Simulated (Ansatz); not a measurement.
# What BaPbS3 in I4/mcm, a phase reached by a soft mode distorts into, part 2 of 2

Aim: this structure of BaPbS3 in I4/mcm, a phase reached by a soft mode is to be tested for unstable modes, and one is followed downhill.

Ansatz 0.2.0; DFT PBEsol, scalar-relativistic, plane waves, PAW; PAW set soft_1.

So far. Step 4 (The mode frozen in, largest atomic shift 0.14 Å): The run ends at a pressure of 0.32 GPa, with forces up to 0.10 eV/Å. Step 5 (Energy along the mode, all amplitudes (two of the runs …): The lowest of the steps tried is at 0.14 Å, 2.16 meV/atom below the parent; the bottom of the well need not coincide with a step.

The structure was built from a prototype and need not be the compound's stable phase.

### 6. Relaxation from the frozen mode

Starting from the lowest point found, all atoms and the cell are let go, so that strain and other modes of the same symmetry can join in.

input.yaml

```yaml
crystal:
  lattice:
    - [-3.4747030716, 3.4747030716, 5.9010232179]
    - [3.4747030716, -3.4747030716, 5.9010232179]
    - [3.4747030716, 3.4747030716, -5.9010232179]
  atoms:
    - { symbol: Ba, position: [0.2466228444, 0.7466228444, 0.5] }
    - { symbol: Ba, position: [0.7466228444, 0.2466228444, 0.5] }
    - { symbol: Pb, position: [0.0055279002, 0.0055279002, 0.0] }
    - { symbol: Pb, position: [0.5055279002, 0.5055279002, 0.0] }
    - { symbol: S, position: [0.3887666207, 0.8887666207, 0.2869312248] }
    - { symbol: S, position: [0.6018353959, 0.1018353959, 0.7130687752] }
    - { symbol: S, position: [0.2381376505, 0.2381376505, 0.0] }
    - { symbol: S, position: [0.7381376505, 0.7381376505, 0.0] }
    - { symbol: S, position: [0.8887666207, 0.6018353959, 0.5] }
    - { symbol: S, position: [0.1018353959, 0.3887666207, 0.5] }
kpoints:
  mp_grid: { grid: [8, 8, 8] }
hamiltonian:
  xc: pbesol
  pseudopotentials: { kind: paw, azcp: { folder: soft_1 }, xc_functional: pbe }
scf:
  occupations: { method: methfessel_paxton, width: 0.2 }
output:
  forces: true
  stress: true
  eigenvalues: true
  write_density: true
  write_potential: true
  elf: true
  volumetric_format: npy
relax:
  adjacent_minimum: "off"
  f_tol: 0.002
  max_steps: 120
  cell: { stress_tol: 0.03 }
```

Run with:

```
$ ansatz run input.yaml --threads 4 --pin off --max-ram 16384MiB --backend cpu --events-out ev --progress --plain --runs-dir out
```

Numbers of over 12 decimals in the logs are rounded to 6 here.

The program printed:

```text
[...]
Crystal: 10 atoms, lattice volume = 284.985 Å³
Basis set: ecut = 420 eV, 5583 PW (Γ), exchange–correlation on 108×108×108 points (8 copies of the dense FFT grid, shifted against one another)
Bands: 52, of which v1, the nominal top of the filled ones, is band 42 counted from 1 (41 counted from 0)
Symmetry: 8 space group operations
[...]
k-points: 59 of 512 (time reversal used)
[...]
SCF iter   1: F=—  HF=-40564.529273 eV  |F-HF|=—  |Δ(HF+E_count)|=         —  Δρ=3.66e-2  dr2=1.50e1  ethr=3.10e-3  ⟨swp⟩=11.3  Hψ=17205  notcnv=0
[...]
SCF iter  11: F=-40559.122843 eV  HF=-40559.122843 eV  |F-HF|=3.80e-9  |Δ(HF+E_count)|=   4.36e-8  S|Δr|=    0.00e0  Δρ=1.94e-6  dr2=1.20e-8  ethr=1.19e-10  ⟨swp⟩=27.0  Hψ=33332  notcnv=0
SCF 1 converged in 11 iterations: F = -40559.122843 eV  dr2 = 1.20e-8
[...]
relax step   1: F+E_penalty+E_count = -40559.12284258 eV  Δ(F+E_penalty+E_count) = +0.000e0 eV  max|allowed force component| = 1.047e-1 eV/Å  Δτ_max = 0.0000 Å  P = +0.318 GPa  Ω = 284.985 Å³  (11 SCF iters, dr2 threshold 1.00e-7 eV, accepted)
Crystal: 10 atoms, lattice volume = 287.244 Å³
[...]
iter 1 solved again at ethr=1.11e-4 eV; its pass at ethr=3.10e-3 eV (dr2=9.30e-2 eV) is discarded
[...]
SCF iter   8: F=-40559.120500 eV  HF=-40559.120500 eV  |F-HF|=1.57e-9  |Δ(HF+E_count)|=   6.05e-8  S|Δr|=    0.00e0  Δρ=4.97e-6  dr2=9.58e-8  ethr=1.19e-9  ⟨swp⟩=17.7  Hψ=28623  notcnv=0
SCF 2 converged in 8 iterations: F = -40559.120500 eV  dr2 = 9.58e-8
[...]
relax step   2: F+E_penalty+E_count = -40559.12049983 eV  Δ(F+E_penalty+E_count) = +2.343e-3 eV  max|allowed force component| = 2.643e-1 eV/Å  Δτ_max = 0.1079 Å  P = -0.158 GPa  Ω = 287.244 Å³  energy of the carried Pulay correction = -3.199e-4 eV  (8 SCF iters, dr2 threshold 1.00e-6 eV, rejected (line search))
Crystal: 10 atoms, lattice volume = 286.707 Å³
[...]
SCF iter  11: F=-40559.142482 eV  HF=-40559.142482 eV  |F-HF|=7.28e-12  |Δ(HF+E_count)|=  5.82e-11  S|Δr|=    0.00e0  Δρ=5.76e-8  dr2=2.80e-11  ethr=1.00e-12  ⟨swp⟩=10.0  Hψ=19137  notcnv=0
SCF 3 converged in 11 iterations: F = -40559.142482 eV  dr2 = 2.80e-11
relax step   3: F+E_penalty+E_count = -40559.14248167 eV  Δ(F+E_penalty+E_count) = -1.964e-2 eV  max|allowed force component| = 9.977e-2 eV/Å  Δτ_max = 0.0526 Å  P = +0.024 GPa  Ω = 286.707 Å³  energy of the carried Pulay correction = -2.441e-4 eV  (11 SCF iters, accepted)
[...]
relax step   4: F+E_penalty+E_count = -40559.14954790 eV  Δ(F+E_penalty+E_count) = -7.066e-3 eV  max|allowed force component| = 5.652e-2 eV/Å  Δτ_max = 0.0504 Å  P = +0.078 GPa  Ω = 287.277 Å³  energy of the carried Pulay correction = -3.246e-4 eV  (7 SCF iters, dr2 threshold 6.22e-7 eV, accepted)
[...]
relax step   5: F+E_penalty+E_count = -40559.15095791 eV  Δ(F+E_penalty+E_count) = -1.410e-3 eV  max|allowed force component| = 2.088e-2 eV/Å  Δτ_max = 0.0127 Å  P = -0.044 GPa  Ω = 288.495 Å³  energy of the carried Pulay correction = -4.960e-4 eV  (7 SCF iters, dr2 threshold 2.00e-7 eV, accepted)
[...]
relax step   6: F+E_penalty+E_count = -40559.15085389 eV  Δ(F+E_penalty+E_count) = +1.040e-4 eV  max|allowed force component| = 3.946e-2 eV/Å  Δτ_max = 0.0030 Å  P = -0.055 GPa  Ω = 288.236 Å³  energy of the carried Pulay correction = -4.597e-4 eV  (6 SCF iters, dr2 threshold 2.72e-8 eV, rejected (line search))
[...]
relax step   7: F+E_penalty+E_count = -40559.15108606 eV  Δ(F+E_penalty+E_count) = -1.281e-4 eV  max|allowed force component| = 1.249e-2 eV/Å  Δτ_max = 0.0014 Å  P = -0.029 GPa  Ω = 288.352 Å³  energy of the carried Pulay correction = -4.759e-4 eV  (9 SCF iters, accepted)
[...]
relax step   8: F+E_penalty+E_count = -40559.15119600 eV  Δ(F+E_penalty+E_count) = -1.099e-4 eV  max|allowed force component| = 6.144e-4 eV/Å  Δτ_max = 0.0025 Å  P = +0.004 GPa  Ω = 288.073 Å³  energy of the carried Pulay correction = -4.367e-4 eV  (7 SCF iters, dr2 threshold 9.74e-9 eV, accepted)
[...]
SCF iter   1: F=—  HF=-40559.151790 eV  |F-HF|=—  |Δ(HF+E_count)|=         —  Δρ=1.86e-5  dr2=1.24e-7  ethr=1.05e-6  ⟨swp⟩=3.8  Hψ=26082  notcnv=0
eigensolver tolerance schedule: the retry pair's looser diagonalisation over-reported the residual by 7092.97 of it (diagonalisation noise at an unbounded share of the residual, at the tolerance the schedule requests for it); recorded, not acted on — ethr = c·dr2/N_el stays at c = 1.0e-1
[...]
SCF iter   2: F=—  HF=-40559.151718 eV  |F-HF|=—  |Δ(HF+E_count)|=   7.21e-5  S|Δr|=    0.00e0  Δρ=9.93e-6  dr2=3.52e-8  ethr=1.48e-10  ⟨swp⟩=4.0  Hψ=8388  notcnv=0
[...]
SCF iter   6: F=-40559.151718 eV  HF=-40559.151718 eV  |F-HF|=7.28e-12  |Δ(HF+E_count)|=    0.00e0  S|Δr|=    0.00e0  Δρ=5.18e-8  dr2=1.96e-11  ethr=1.00e-12  ⟨swp⟩=12.9  Hψ=18629  notcnv=0
SCF 9 converged in 6 iterations: F = -40559.151718 eV  dr2 = 1.96e-11
relax step   9: F+E_penalty+E_count = -40559.15171813 eV  Δ(F+E_penalty+E_count) = -5.221e-4 eV  max|allowed force component| = 6.289e-4 eV/Å  Δτ_max = 0.0000 Å  P = +0.004 GPa  Ω = 288.073 Å³  stress off target by 4.86e-3 GPa  SCF on the basis re-selected at this cell (its energy is not comparable with the rows above)  (6 SCF iters)
basis re-selected at this cell: Δ(F+E_penalty+E_count) = -5.221e-4 eV, ΔP = -0.000 GPa vs the last step (what re-selecting the basis moved, of the pressure what is left beyond the Pulay correction that the steps carried, after the strain that the cell walked since its last selection, with what the two solves' SCF thresholds leave and, on support functions, any second-order correction that the steps lacked; it is no m [...]
SCF converged after 6 iterations
[...]
Free energy (F): -40559.151718 eV
[...]
Internal energy: -40559.160706 eV  (E = F + TS)
E sigma→0 (E₀):  -40559.153965 eV
Entropy (-TS):   0.008988 eV (0.899 meV/atom)
Fermi energy:    7.740045 eV
[...]
--- Forces (eV/Å), atoms counted from 1 ---
  atom   1  Ba    -0.00000000     0.00000000     0.00062888
  atom   2  Ba    -0.00000000    -0.00000000     0.00062888
  atom   3  Pb    -0.00000000    -0.00000000    -0.00001637
  atom   4  Pb    -0.00000000     0.00000000    -0.00001637
  atom   5  S     -0.00001456    -0.00001456    -0.00028226
  atom   6  S      0.00001456     0.00001456    -0.00028226
  atom   7  S      0.00000000     0.00000000    -0.00004830
  atom   8  S      0.00000000    -0.00000000    -0.00004830
  atom   9  S      0.00001456    -0.00001456    -0.00028226
  atom  10  S     -0.00001456     0.00001456    -0.00028226
  max |Σ_I F_I| component: 6.27e-7 eV/Å
--- Stress (GPa, compression-positive) ---
        0.004862       0.000000      -0.000000
        0.000000       0.004862      -0.000000
       -0.000000      -0.000000       0.002380
  P = ⅓ Tr σ = 0.0040 GPa (0.040 kbar)
--- Band table (eV; the first three rows and the last of 59) ---
  k-point 0: bands = [... 38 lower, 5.7879, 5.7990, 5.7990, 7.8685, 7.8685, 8.0582, 8.9701, 9.0766, ... 6 higher]
  k-point 1: bands = [... 38 lower, 5.7294, 5.7320, 5.8498, 7.3973, 7.7953, 8.3938, 9.0484, 9.2364, ... 6 higher]
  k-point 2: bands = [... 38 lower, 5.5368, 5.6408, 5.7262, 6.7871, 7.7212, 8.6695, 9.0156, 9.5071, ... 6 higher]
  k-point 58: bands = [... 38 lower, 5.6829, 5.8124, 6.4444, 7.6745, 8.0347, 8.0347, 8.8243, 8.8990, ... 6 higher]
--- Relaxed structure (8 steps of the walk, 6 accepted, 1 SCFs on fresh bases) ---
  F+E_penalty+E_count = -40559.15171813 eV   max|allowed force component| = 6.289e-4 eV/Å   (the final SCF, on the basis selected at the relaxed cell)
  cell:  # Å, volume = 288.0731 Å³
    - [-3.470117, 3.470117, 5.980734]
    - [3.470117, -3.470117, 5.980734]
    - [3.470117, 3.470117, -5.980734]
  atoms:
    - { symbol: Ba, position: [0.243256, 0.743256, 0.500000] }
    - { symbol: Ba, position: [0.743256, 0.243256, 0.500000] }
    - { symbol: Pb, position: [0.014609, 0.014609, 0] }
    - { symbol: Pb, position: [0.514609, 0.514609, 0] }
    - { symbol: S, position: [0.384971, 0.884971, 0.286351] }
    - { symbol: S, position: [0.598620, 0.098620, 0.713649] }
    - { symbol: S, position: [0.239434, 0.239434, 0] }
    - { symbol: S, position: [0.739434, 0.739434, 0] }
    - { symbol: S, position: [0.884971, 0.598620, 0.500000] }
    - { symbol: S, position: [0.098620, 0.384971, 0.500000] }
```

Elapsed: 3.9 min, on 4 threads of Arm Neoverse V2, shared host; peak memory 1.1 GiB; 15 min of CPU time.

Relaxation path:

| step | energy less that of the first step (eV) | largest force component (eV/Å) | pressure (GPa) | volume (Å³) |
| --- | --- | --- | --- | --- |
| 1 | 0.0000 | 0.1047 | 0.32 | 284.99 |
| 2 | 0.0023 | 0.2643 | -0.16 | 287.24 |
| 3 | -0.0196 | 0.0998 | 0.02 | 286.71 |
| 4 | -0.0267 | 0.0565 | 0.08 | 287.28 |
| 5 | -0.0281 | 0.0209 | -0.04 | 288.49 |
| 6 | -0.0280 | 0.0395 | -0.06 | 288.24 |
| 7 | -0.0282 | 0.0125 | -0.03 | 288.35 |
| 8 | -0.0284 | 0.0006 | 0.00 | 288.07 |
| 9* | -0.0289 | 0.0006 | 0.00 | 288.07 |

Relaxation steps marked * repeat the geometry before them on a plane-wave basis chosen anew for their cell, so energy and pressure can jump there. Relaxation steps 2, 6 were tried and not accepted.

Forces are held to the 8 operations that the run works with; a distortion that breaks them can't arise in this run.

| conventional cell, symmetrised | before | after | change |
| --- | --- | --- | --- |
| a (Å) | 6.949 | 6.940 | -0.1 % |
| b (Å) | 6.949 | 6.940 | -0.1 % |
| c (Å) | 11.802 | 11.961 | +1.4 % |
| volume (Å³/atom) | 28.50 | 28.81 | +1.1 % |

The atoms that moved most (Å, as changes of fractional coordinates times the final cell):

| atom | dx | dy | dz | length |
| --- | --- | --- | --- | --- |
| Pb3 | 0.000 | 0.000 | 0.109 | 0.109 |
| Pb4 | 0.000 | 0.000 | 0.109 | 0.109 |
| S9 | 0.002 | -0.002 | -0.042 | 0.042 |
| S10 | -0.002 | 0.002 | -0.042 | 0.042 |
| S5 | -0.002 | -0.002 | -0.042 | 0.042 |
| S6 | 0.002 | 0.002 | -0.042 | 0.042 |
| Ba1 | 0.000 | 0.000 | -0.040 | 0.040 |
| Ba2 | 0.000 | 0.000 | -0.040 | 0.040 |

Numbers from this step:

| Property | Result |
| --- | --- |
| pressure | 0.004035 GPa |
| volume per atom | 28.81 Å³ |

Electrostatic potential energy in the ac plane of the conventional cell at fractional y = 0.000, with atoms of Ba and Pb and S within 0.2 Å of it. With pseudopotentials it is smooth inside the atoms' cores, unlike the true potential.

Ten even steps from '0' (-42 eV) to '9' (11 eV), each cell a mean:
```
1158997567656899731
5789999888888999986
9999999999999999999
9999999887789999999
5799998632257999986
2279997300016899841
2269997300016899831
4689998632257999975
8999999887889999998
5789999999999999976
1158999888888999721
2138997567656898512
1158997567656899731
5789999888888999986
9999999999999999999
9999999887789999999
5799998632257999986
2279997300016899841
2269997300016899831
4689998632257999975
8999999887889999998
5689999999999999976
1158999888888999721
2138997567656898512
```
Columns run along a (6.9 Å; values clipped at the 3rd and 97th percentile), rows up along c (12.0 Å), edges of the conventional cell, whose origin can differ from the input's. Atoms in or near the plane, at fractional coordinates: Ba at (0.50, 0.24), Ba at (0.50, 0.74), Pb at (0.00, 0.01), Pb at (0.00, 0.51), S at (0.00, 0.24), S at (0.00, 0.74).

Valence density in the ac plane of the conventional cell at fractional y = 0.000, with atoms of Ba and Pb and S within 0.2 Å of it. It is the smooth field of the valence electrons, not physical close to the nuclei.

Ten steps, logarithmic in the rise over the least value, from '_' (0.0 e/Å³) to '@' (7.4 e/Å³), each cell a mean:
```
%%##++--::--==++++++++++++==--::==**%%
++==::....::--====----==----....::--==
::..________..::::::::::....______....
::::..________..------::..______....::
++==--..____::==++****++--..__..::==++
==++++--....--++**++++**==::..::==++++
==++++--....--++**++++**==::..::==++++
++++--::____::==++****++--..__..--==++
----::..______..------::..______..----
++==::..__......::::::::....__..::--++
%%##++::..::----------------::::==**%%
@@%%**--::--==++++++++++++==----++%%@@
%%##++--::--==++++++++++++==--::==**%%
++==::....::--====----==----....::--==
::..________..::::::::::....______....
::::..________..------::..______....::
++==--..____::==++****++--..__..::==++
==++++--....--++**++++**==::..::==++++
==++++--....--++**++++**==::..::==++++
++++--::____::==++****++--..__..--==++
----::..______..------::..______..----
++==::..__......::::::::....__..::--++
%%##++::..::----------------::::==**%%
@@%%**--::--==++++++++++++==----++%%@@
```
Columns run along a (6.9 Å), rows up along c (12.0 Å), edges of the conventional cell, whose origin can differ from the input's. Atoms in or near the plane, at fractional coordinates: Ba at (0.50, 0.24), Ba at (0.50, 0.74), Pb at (0.00, 0.01), Pb at (0.00, 0.51), S at (0.00, 0.24), S at (0.00, 0.74).

ELF in the ac plane of the conventional cell at fractional y = 0.000, with atoms of Ba and Pb and S within 0.2 Å of it. It is the smooth field of the valence electrons, not physical close to the nuclei.

Values, 13 rows by 16 columns, each cell a mean:
```
0.33 0.40 0.30 0.26 0.64 0.81 0.72 0.63 0.61 0.68 0.79 0.75 0.38 0.24 0.39 0.36
0.31 0.26 0.15 0.08 0.19 0.31 0.29 0.25 0.24 0.27 0.31 0.25 0.11 0.11 0.22 0.30
0.67 0.78 0.70 0.33 0.08 0.39 0.72 0.65 0.60 0.74 0.57 0.14 0.18 0.60 0.77 0.72
0.25 0.71 0.83 0.48 0.13 0.59 0.81 0.37 0.24 0.68 0.77 0.23 0.27 0.76 0.82 0.41
0.58 0.55 0.43 0.20 0.07 0.16 0.39 0.51 0.52 0.45 0.25 0.08 0.11 0.35 0.51 0.58
0.25 0.35 0.29 0.18 0.41 0.62 0.55 0.40 0.36 0.49 0.62 0.52 0.22 0.23 0.35 0.28
0.11 0.32 0.36 0.30 0.68 0.83 0.73 0.71 0.71 0.71 0.80 0.79 0.42 0.29 0.39 0.17
0.36 0.31 0.19 0.16 0.45 0.65 0.56 0.41 0.37 0.50 0.64 0.57 0.25 0.15 0.27 0.35
0.57 0.52 0.38 0.15 0.06 0.17 0.39 0.51 0.52 0.45 0.26 0.08 0.09 0.30 0.48 0.56
0.33 0.75 0.83 0.47 0.13 0.60 0.80 0.36 0.24 0.69 0.77 0.23 0.26 0.76 0.83 0.47
0.58 0.74 0.70 0.37 0.09 0.38 0.73 0.66 0.60 0.73 0.56 0.14 0.20 0.62 0.76 0.65
0.38 0.35 0.24 0.12 0.17 0.28 0.28 0.24 0.24 0.27 0.29 0.22 0.11 0.19 0.32 0.37
0.09 0.31 0.36 0.26 0.61 0.80 0.72 0.63 0.61 0.68 0.78 0.73 0.35 0.29 0.38 0.14
```
Columns run along a (6.9 Å), rows up along c (12.0 Å), edges of the conventional cell, whose origin can differ from the input's. Atoms in or near the plane, at fractional coordinates: Ba at (0.50, 0.24), Ba at (0.50, 0.74), Pb at (0.00, 0.01), Pb at (0.00, 0.51), S at (0.00, 0.24), S at (0.00, 0.74).

The distorted start has space group I4cm; the relaxation ends in I4cm.

### 7. The new phase in its own primitive cell

The relaxed structure is symmetrised, reduced to its primitive cell and relaxed tightly, as its phonons need.

input.yaml

```yaml
crystal:
  lattice:
    - [-3.4701172919, 3.4701172919, 5.9807335639]
    - [3.4701172919, -3.4701172919, 5.9807335639]
    - [3.4701172919, 3.4701172919, -5.9807335639]
  atoms:
    - { symbol: Ba, position: [0.2432559465, 0.7432559465, 0.5] }
    - { symbol: Ba, position: [0.7432559465, 0.2432559465, 0.5] }
    - { symbol: Pb, position: [0.014608951, 0.014608951, 0.0] }
    - { symbol: Pb, position: [0.514608951, 0.514608951, 0.0] }
    - { symbol: S, position: [0.3849709257, 0.8849709257, 0.286350669] }
    - { symbol: S, position: [0.5986202567, 0.0986202567, 0.713649331] }
    - { symbol: S, position: [0.2394343318, 0.2394343318, 0.0] }
    - { symbol: S, position: [0.7394343318, 0.7394343318, 0.0] }
    - { symbol: S, position: [0.8849709257, 0.5986202567, 0.5] }
    - { symbol: S, position: [0.0986202567, 0.3849709257, 0.5] }
kpoints:
  mp_grid: { grid: [8, 8, 8] }
hamiltonian:
  xc: pbesol
  pseudopotentials: { kind: paw, azcp: { folder: soft_1 }, xc_functional: pbe }
scf:
  occupations: { method: methfessel_paxton, width: 0.2 }
output:
  forces: true
  stress: true
  eigenvalues: true
relax:
  adjacent_minimum: "off"
  f_tol: 0.001
  max_steps: 60
  cell: { stress_tol: 0.01 }
```

The program printed:

```text
[...]
Crystal: 10 atoms, lattice volume = 288.073 Å³
Basis set: ecut = 420 eV, 5615 PW (Γ), exchange–correlation on 108×108×108 points (8 copies of the dense FFT grid, shifted against one another)
Bands: 52, of which v1, the nominal top of the filled ones, is band 42 counted from 1 (41 counted from 0)
Symmetry: 8 space group operations
[...]
- { symbol: Pb, position: [0.014608951, 0.014608951, 0.0] }
    - { symbol: Pb, position: [0.514609, 0.514609, 0.0] }
    - { symbol: S, position: [0.3849709257, 0.8849709257, 0.286350669] }
    - { symbol: S, position: [0.598620, 0.098620, 0.713649331] }
    - { symbol: S, position: [0.239434, 0.239434, 0.0] }
    - { symbol: S, position: [0.739434, 0.739434, 0.0] }
    - { symbol: S, position: [0.884971, 0.5986202567, 0.5] }
    - { symbol: S, position: [0.098620, 0.3849709257, 0.5] }
[key lines of the parts left out:]
SCF converged after 7 iterations
Free energy (F): -40559.151718 eV
Fermi energy:    7.740044 eV
P = ⅓ Tr σ = 0.0040 GPa (0.040 kbar)
```

The job ended after 60 s (4 threads; peak memory 1.1 GiB).

Little changed from the start: no atom moved by 0.005 Å and no cell edge by 0.1 %.

The largest force component left is 0.63 meV/Å and the pressure is 0.004 GPa, within the tolerances set. The cell now holds 28.81 Å³/atom.

### 8. The phases reached

The phases reached along the modes that were followed are set side by side.

Energies are those of the first relaxation, on the mesh of the frozen mode; space group, volume and gap are those of the last relaxation. Phases, by row:

| mode frozen in | space group | energy from parent (meV/atom) | volume (Å³/atom) | gap on mesh (eV) | lowest zone-centre optical mode (cm⁻¹) | largest shift (Å) |
| --- | --- | --- | --- | --- | --- | --- |
| parent | I4/mcm | 0 | 28.5 | 0 | – | – |
| q = (0, 0, 0), 72i cm⁻¹ | I4cm | -5.06 | 28.81 | 0 | – | 0.22 |

### 9. Summary of results

- unstable mode of the parent: q = (0, 0, 0), 72i cm⁻¹
- depth at the lowest point sampled: 2.16 meV/atom
- largest atomic shift at that point: 0.14 Å
- space group reached (within 0.01 Å): I4cm
- energy gained over the parent (first relaxation, on the mesh of the frozen mode): 5.06 meV/atom
- volume per atom, phase reached: 28.8 Å³

In words: Along this mode the structure falls into I4cm, 5.06 meV/atom below the parent. At the parent's cell the well is 2.161 meV/atom deep on the steps tried, with its lowest point at a shift of 0.14 Å. Relaxing atoms and cell changes the gain by +2.90 meV/atom against the lowest step (energies at zero smearing). The modes of the phase reached were not computed on this path. Each path keeps the symmetry of its pattern, so a lower phase may lie along a pattern not tried. With no gap, or one that is small against the smearing, the frequencies hang on the k mesh and the smearing, most of all near Kohn anomalies. A semilocal functional can close a gap that the real compound would have, so the metallic treatment may be an artefact of the level. Spin-orbit coupling is left out, which can matter for the heavy elements here. The PAW files were made for PBE and serve the other functionals too. The starting cell was built on a prototype and not taken from a measurement, so the phase need not exist.

[Logs are printed without paths, hosts, clocks, repeated set-up lines and the standing remarks that a program may print on its own settings, such as how far it seeks lower states.]

[Hosts, paths, dates, database ids (printed as entryN), source tags and the programs' standing remarks are cut or masked in the printed files.]
